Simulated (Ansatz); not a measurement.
# CsSrF3 (Pm-3m): following an unstable mode, part 2 of 3

Wanted: the energy along a soft mode of CsSrF3 (Pm-3m) and the structure at the end.

Ansatz 0.2.0; DFT PBEsol, scalar-relativistic, plane waves, PAW; PAW set soft_1.

So far, highest frequency on the path or at a solved wavevector (cm⁻¹): step 2 (response at finite wavevector) 440. Also lowest frequency on the path (cm⁻¹): step 2 -66.4.

## (6) Relaxing from the distorted cell

Starting from the lowest point found, all atoms and the cell are let go, so that strain and other modes of the same symmetry can join in.

input.yaml reads:

```yaml
crystal:
  lattice:
    - [4.7371927409, 4.7371927409, 0.0]
    - [4.7371927409, 0.0, 4.7371927409]
    - [4.7371927409, 0.0, -4.7371927409]
  atoms:
    - { symbol: Cs, position: [0.0, 0.5, 0.5] }
    - { symbol: Cs, position: [0.0, 0.0, 0.0] }
    - { symbol: Sr, position: [0.5, 0.25, 0.75] }
    - { symbol: Sr, position: [0.5, 0.75, 0.25] }
    - { symbol: F, position: [0.5, 0.0474964842, 0.4525035158] }
    - { symbol: F, position: [0.5, 0.4525035158, 0.0474964842] }
    - { symbol: F, position: [0.0, 0.0, 0.5] }
    - { symbol: F, position: [0.0, 0.5, 0.0] }
    - { symbol: F, position: [0.5, 0.5474964842, 0.5474964842] }
    - { symbol: F, position: [0.5, -0.0474964842, -0.0474964842] }
kpoints:
  mp_grid: { grid: [6, 6, 6] }
hamiltonian:
  xc: pbesol
  pseudopotentials: { kind: paw, azcp: { folder: soft_1 }, xc_functional: pbe }
scf:
  occupations: { method: fixed }
output:
  forces: true
  stress: true
  eigenvalues: true
relax:
  adjacent_minimum: "off"
  f_tol: 0.002
  max_steps: 120
  cell: { stress_tol: 0.03 }
```

On the command line:

```sh
$ ansatz run input.yaml --threads 4 --pin off --max-ram 10240MiB --backend cpu --events-out ev --progress --plain --runs-dir out
```

Numbers of over 12 decimals in the logs are rounded to 6 here.

What it wrote:

```text
[...]
Crystal: 10 atoms, lattice volume = 212.615 Å³
Basis set: ecut = 420 eV, 4111 PW (Γ), exchange–correlation on 90×90×90 points (8 copies of the dense FFT grid, shifted against one another)
Bands: 50, of which v1, the nominal top of the filled ones, is band 40 counted from 1 (39 counted from 0)
Symmetry: 16 space group operations
[...]
k-points: 30 of 216
[...]
SCF iter   1: F=—  HF=-22988.800341 eV  |F-HF|=—  |Δ(HF+E_count)|=         —  Δρ=1.67e-1  dr2=5.04e1  ethr=3.10e-3  ⟨swp⟩=7.5  Hψ=7925  notcnv=0  defer=211
[...]
SCF iter  10: F=-22976.422620 eV  HF=-22976.422620 eV  |F-HF|=1.42e-10  |Δ(HF+E_count)|=   1.51e-7  Δρ=2.85e-6  dr2=1.82e-8  ethr=1.25e-10  ⟨swp⟩=17.5  Hψ=10844  notcnv=0
SCF 1 converged in 10 iterations: F = -22976.422620 eV  dr2 = 1.82e-8
[...]
relax step   1: F+E_penalty+E_count = -22976.42262005 eV  Δ(F+E_penalty+E_count) = +0.000e0 eV  max|allowed force component| = 3.165e-2 eV/Å  Δτ_max = 0.0000 Å  P = -0.529 GPa  Ω = 212.615 Å³  (10 SCF iters, dr2 threshold 1.00e-7 eV, accepted)
Crystal: 10 atoms, lattice volume = 209.086 Å³
Basis set: ecut = 420 eV, 4079 PW (Γ), exchange–correlation on 90×90×90 points (8 copies of the dense FFT grid, shifted against one another)
[...]
iter 1 solved again at ethr=6.96e-6 eV; its pass at ethr=3.10e-3 eV (dr2=5.57e-3 eV) is discarded
[...]
SCF iter   5: F=-22976.440275 eV  HF=-22976.440275 eV  |F-HF|=1.83e-7  |Δ(HF+E_count)|=   4.47e-6  Δρ=2.50e-5  dr2=9.50e-7  ethr=1.25e-9  ⟨swp⟩=13.1  Hψ=10762  notcnv=0
SCF 2 converged in 5 iterations: F = -22976.440275 eV  dr2 = 9.50e-7
relax step   2: F+E_penalty+E_count = -22976.44027492 eV  Δ(F+E_penalty+E_count) = -1.765e-2 eV  max|allowed force component| = 1.152e-3 eV/Å  Δτ_max = 0.0024 Å  P = +0.195 GPa  Ω = 209.086 Å³  energy of the carried Pulay correction = +4.554e-3 eV  (5 SCF iters, dr2 threshold 1.00e-6 eV, accepted)
Crystal: 10 atoms, lattice volume = 209.940 Å³
Basis set: ecut = 420 eV, 4095 PW (Γ), exchange–correlation on 90×90×90 points (8 copies of the dense FFT grid, shifted against one another)
[...]
SCF iter   5: F=-22976.440069 eV  HF=-22976.440069 eV  |F-HF|=1.11e-8  |Δ(HF+E_count)|=   3.08e-7  Δρ=4.61e-6  dr2=3.98e-8  ethr=4.67e-10  ⟨swp⟩=12.7  Hψ=9230  notcnv=0
SCF 3 converged in 5 iterations: F = -22976.440069 eV  dr2 = 3.98e-8
relax step   3: F+E_penalty+E_count = -22976.44006881 eV  Δ(F+E_penalty+E_count) = +2.061e-4 eV  max|allowed force component| = 1.115e-3 eV/Å  Δτ_max = 0.0008 Å  P = -0.009 GPa  Ω = 209.940 Å³  energy of the carried Pulay correction = +3.445e-3 eV  (5 SCF iters, dr2 threshold 3.74e-7 eV, accepted)
[...]
relax step   4: F+E_penalty+E_count = -22976.43732995 eV  Δ(F+E_penalty+E_count) = +2.739e-3 eV  max|allowed force component| = 1.042e-3 eV/Å  Δτ_max = 0.0000 Å  P = -0.041 GPa  Ω = 209.940 Å³  stress off target by 5.67e-2 GPa  SCF on the basis re-selected at this cell (its energy is not comparable with the rows above)  (7 SCF iters)
[...]
relax step   5: F+E_penalty+E_count = -22976.43765496 eV  Δ(F+E_penalty+E_count) = -3.250e-4 eV  max|allowed force component| = 1.816e-3 eV/Å  Δτ_max = 0.0016 Å  P = +0.001 GPa  Ω = 209.727 Å³  energy of the carried Pulay correction = +2.731e-4 eV  (5 SCF iters, dr2 threshold 8.05e-9 eV, accepted)
[...]
relax step   6: F+E_penalty+E_count = -22976.43770100 eV  Δ(F+E_penalty+E_count) = -4.604e-5 eV  max|allowed force component| = 8.786e-4 eV/Å  Δτ_max = 0.0018 Å  P = +0.003 GPa  Ω = 209.697 Å³  energy of the carried Pulay correction = +3.101e-4 eV  (7 SCF iters, accepted)
[...]
SCF iter   1: F=—  HF=-22976.437452 eV  |F-HF|=—  |Δ(HF+E_count)|=         —  Δρ=7.72e-6  dr2=1.68e-8  ethr=3.16e-7  ⟨swp⟩=4.0  Hψ=11190  notcnv=0  defer=236
eigensolver tolerance schedule: the retry pair's looser diagonalisation over-reported the residual by 15055.31 of it (diagonalisation noise at an unbounded share of the residual, at the tolerance the schedule requests for it); recorded, not acted on — ethr = c·dr2/N_el stays at c = 1.0e-1
[...]
SCF iter   2: F=—  HF=-22976.437411 eV  |F-HF|=—  |Δ(HF+E_count)|=   4.05e-5  Δρ=3.85e-6  dr2=4.69e-9  ethr=2.10e-11  ⟨swp⟩=3.6  Hψ=3841  notcnv=0  defer=224
[...]
SCF iter   4: F=-22976.437411 eV  HF=-22976.437411 eV  |F-HF|=1.46e-11  |Δ(HF+E_count)|=  8.73e-11  Δρ=1.90e-7  dr2=1.99e-11  ethr=1.00e-12  ⟨swp⟩=18.0  Hψ=11980  notcnv=0
SCF 7 converged in 4 iterations: F = -22976.437411 eV  dr2 = 1.99e-11
relax step   7: F+E_penalty+E_count = -22976.43741124 eV  Δ(F+E_penalty+E_count) = +2.898e-4 eV  max|allowed force component| = 8.694e-4 eV/Å  Δτ_max = 0.0000 Å  P = +0.001 GPa  Ω = 209.697 Å³  stress off target by 1.90e-3 GPa  SCF on the basis re-selected at this cell (its energy is not comparable with the rows above)  (4 SCF iters)
[...]
SCF converged after 4 iterations
Free energy (F): -22976.437411 eV
[...]
Internal energy: -22976.437411 eV  (E = F + TS)
E sigma→0 (E₀):  -22976.437411 eV
Fermi energy:    2.291467 eV
[...]
--- Forces (eV/Å), atoms counted from 1 ---
  atom   1  Cs     0.00000000     0.00000000     0.00000000
  atom   2  Cs     0.00000000     0.00000000     0.00000000
  atom   3  Sr    -0.00000000     0.00000000    -0.00000000
  atom   4  Sr    -0.00000000     0.00000000    -0.00000000
  atom   5  F      0.00000000     0.00000000     0.00086936
  atom   6  F      0.00000000     0.00000000    -0.00086936
  atom   7  F      0.00000000     0.00000000     0.00000000
  atom   8  F      0.00000000     0.00000000     0.00000000
  atom   9  F      0.00086936     0.00000000     0.00000000
  atom  10  F     -0.00086936     0.00000000     0.00000000
  max |Σ_I F_I| component: 1.08e-18 eV/Å
--- Stress (GPa, compression-positive) ---
        0.000512       0.000000       0.000000
        0.000000       0.001903       0.000000
        0.000000       0.000000       0.000512
  P = ⅓ Tr σ = 0.0010 GPa (0.010 kbar)
--- Band table (eV; the first three rows and the last of 30) ---
  k-point 0: bands = [... 36 lower, 2.1906, 2.2261, 2.2261, 2.2529, 8.6859, 9.9912, 10.5348, 10.8936, ... 6 higher]
  k-point 1: bands = [... 36 lower, 2.1682, 2.1710, 2.1724, 2.2319, 8.9808, 10.1691, 10.7030, 10.8755, ... 6 higher]
  k-point 2: bands = [... 36 lower, 2.0883, 2.1248, 2.1682, 2.2255, 9.7101, 10.6352, 10.9271, 11.0634, ... 6 higher]
  k-point 29: bands = [... 36 lower, 2.2028, 2.2356, 2.2356, 2.2646, 10.1649, 10.5800, 10.7299, 11.1921, ... 6 higher]
--- Relaxed structure (5 steps of the walk, 5 accepted, 2 SCFs on fresh bases) ---
  F+E_penalty+E_count = -22976.43741124 eV   max|allowed force component| = 8.694e-4 eV/Å   (the final SCF, on the basis selected at the relaxed cell)
  cell:  # Å, volume = 209.6975 Å³
    - [4.687559, 4.771663, 0]
    - [4.687559, 0.0, 4.687559]
    - [4.687559, 0.0, -4.687559]
  atoms:
    - { symbol: Cs, position: [0, 0.5, 0.5] }
    - { symbol: Cs, position: [0, 0, 0] }
    - { symbol: Sr, position: [0.5, 0.250000, 0.750000] }
    - { symbol: Sr, position: [0.5, 0.750000, 0.250000] }
    - { symbol: F, position: [0.5, 0.047521, 0.452479] }
    - { symbol: F, position: [0.5, 0.452479, 0.047521] }
    - { symbol: F, position: [0, 0.0, 0.5] }
    - { symbol: F, position: [0, 0.5, 0.0] }
    - { symbol: F, position: [0.5, 0.547521, 0.547521] }
    - { symbol: F, position: [0.5, -0.047521, -0.047521] }
```

The job ended after 42 s (4 threads of Arm Neoverse V1, shared host; peak memory 0.78 GiB; 2.7 min of CPU time).

Relaxation path:

| step | energy less that of the first step (eV) | largest force component (eV/Å) | pressure (GPa) | volume (Å³) |
| --- | --- | --- | --- | --- |
| 1 | 0.0000 | 0.0317 | -0.53 | 212.61 |
| 2 | -0.0177 | 0.0012 | 0.19 | 209.09 |
| 3 | -0.0174 | 0.0011 | -0.01 | 209.94 |
| 4* | -0.0147 | 0.0010 | -0.04 | 209.94 |
| 5 | -0.0150 | 0.0018 | 0.00 | 209.73 |
| 6 | -0.0151 | 0.0009 | 0.00 | 209.70 |
| 7* | -0.0148 | 0.0009 | 0.00 | 209.70 |

Relaxation steps marked * repeat the geometry before them on a plane-wave basis chosen anew for their cell, so energy and pressure can jump there.

Forces are held to the 16 operations that the run works with; a distortion that breaks them can't arise in this run.

| conventional cell, symmetrised | before | after | change |
| --- | --- | --- | --- |
| a (Å) | 6.699 | 6.629 | -1.0 % |
| b (Å) | 6.699 | 6.629 | -1.0 % |
| c (Å) | 9.474 | 9.543 | +0.7 % |
| volume (Å³/atom) | 21.26 | 20.97 | -1.4 % |

The relaxed structure:

```cif
data_structure
_symmetry_space_group_name_H-M 'P 1'
_symmetry_Int_Tables_number 1
_cell_length_a 6.6889
_cell_length_b 6.6292
_cell_length_c 6.6292
_cell_angle_alpha 90.000
_cell_angle_beta 60.295
_cell_angle_gamma 60.295
_cell_volume 209.70
loop_
_atom_site_label
_atom_site_type_symbol
_atom_site_fract_x
_atom_site_fract_y
_atom_site_fract_z
_atom_site_occupancy
Cs1 Cs 0.00000 0.50000 0.50000 1
Cs2 Cs 0.00000 0.00000 0.00000 1
Sr3 Sr 0.50000 0.25000 0.75000 1
Sr4 Sr 0.50000 0.75000 0.25000 1
F5 F 0.50000 0.04752 0.45248 1
F6 F 0.50000 0.45248 0.04752 1
F7 F 0.00000 0.00000 0.50000 1
F8 F 0.00000 0.50000 0.00000 1
F9 F 0.50000 0.54752 0.54752 1
F10 F 0.50000 0.95248 0.95248 1
```

Numbers from this step:

```yaml
pressure: 9.75e-4 GPa
gap_on_the_k_mesh: 6.394 eV
volume_per_atom: 20.97 Å³
```

The distorted start has space group I4/mcm; the relaxation ends in I4/mcm.

## (7) The new phase in its own primitive cell

The relaxed structure is symmetrised, reduced to its primitive cell and relaxed tightly, as its phonons need.

input.yaml, the sections that differ from step 6:

```yaml
crystal:
  lattice:
    - [-3.3146046915, 3.3146046915, 4.7716630958]
    - [3.3146046915, -3.3146046915, 4.7716630958]
    - [3.3146046915, 3.3146046915, -4.7716630958]
  atoms:
    - { symbol: Cs, position: [0.25, 0.75, 0.5] }
    - { symbol: Cs, position: [0.75, 0.25, 0.5] }
    - { symbol: Sr, position: [0.0, 0.0, 0.0] }
    - { symbol: Sr, position: [0.5, 0.5, 0.0] }
    - { symbol: F, position: [0.2975213114, 0.2024786886, 0.5] }
    - { symbol: F, position: [0.7024786886, 0.7975213114, 0.5] }
    - { symbol: F, position: [0.25, 0.25, 0.0] }
    - { symbol: F, position: [0.75, 0.75, 0.0] }
    - { symbol: F, position: [0.2024786886, 0.7024786886, 0.9049573772] }
    - { symbol: F, position: [0.7975213114, 0.2975213114, 0.0950426228] }
relax:
  adjacent_minimum: "off"
  f_tol: 0.001
  max_steps: 60
  cell: { stress_tol: 0.01 }
# kpoints, hamiltonian, scf, output: as in step 6
```

What it wrote:

```text
[...]
Crystal: 10 atoms, lattice volume = 209.697 Å³
Basis set: ecut = 420 eV, 4095 PW (Γ), exchange–correlation on 90×90×90 points (8 copies of the dense FFT grid, shifted against one another)
Bands: 50, of which v1, the nominal top of the filled ones, is band 40 counted from 1 (39 counted from 0)
Symmetry: 16 space group operations
[...]
k-points: 30 of 216
[...]
- { symbol: Sr, position: [0.0, 0.0, 0.0] }
    - { symbol: Sr, position: [0.500000, 0.500000, 0.0] }
    - { symbol: F, position: [0.297521, 0.202479, 0.500000] }
    - { symbol: F, position: [0.7024786886, 0.797521, 0.5] }
    - { symbol: F, position: [0.250000, 0.250000, 0.0] }
    - { symbol: F, position: [0.750000, 0.750000, 0.0] }
    - { symbol: F, position: [0.202479, 0.702479, 0.904957] }
    - { symbol: F, position: [0.797521, 0.297521, 0.095043] }
[key lines of the parts left out:]
SCF converged after 7 iterations
Free energy (F): -22976.437411 eV
Fermi energy:    2.291466 eV
P = ⅓ Tr σ = 0.0010 GPa (0.010 kbar)
```

Wall time 14 s (4 threads); peak memory 0.75 GiB; 56 s of CPU time.

Little changed from the start: no atom moved by 0.005 Å and no cell edge by 0.1 %.

Numbers from this step:

```yaml
direct_gap_on_mesh: 6.433 eV
```

The largest force component left is 0.61 meV/Å and the pressure is 0.001 GPa, within the tolerances set. The cell now holds 20.97 Å³/atom.

[end of part 2 of 3]

[Logs are printed without paths, hosts, clocks, repeated set-up lines and the standing remarks that a program may print on its own settings, such as how far it seeks lower states.]

[Hosts, paths, dates, database ids (printed as entryN), source tags and the programs' standing remarks are cut or masked in the printed files.]
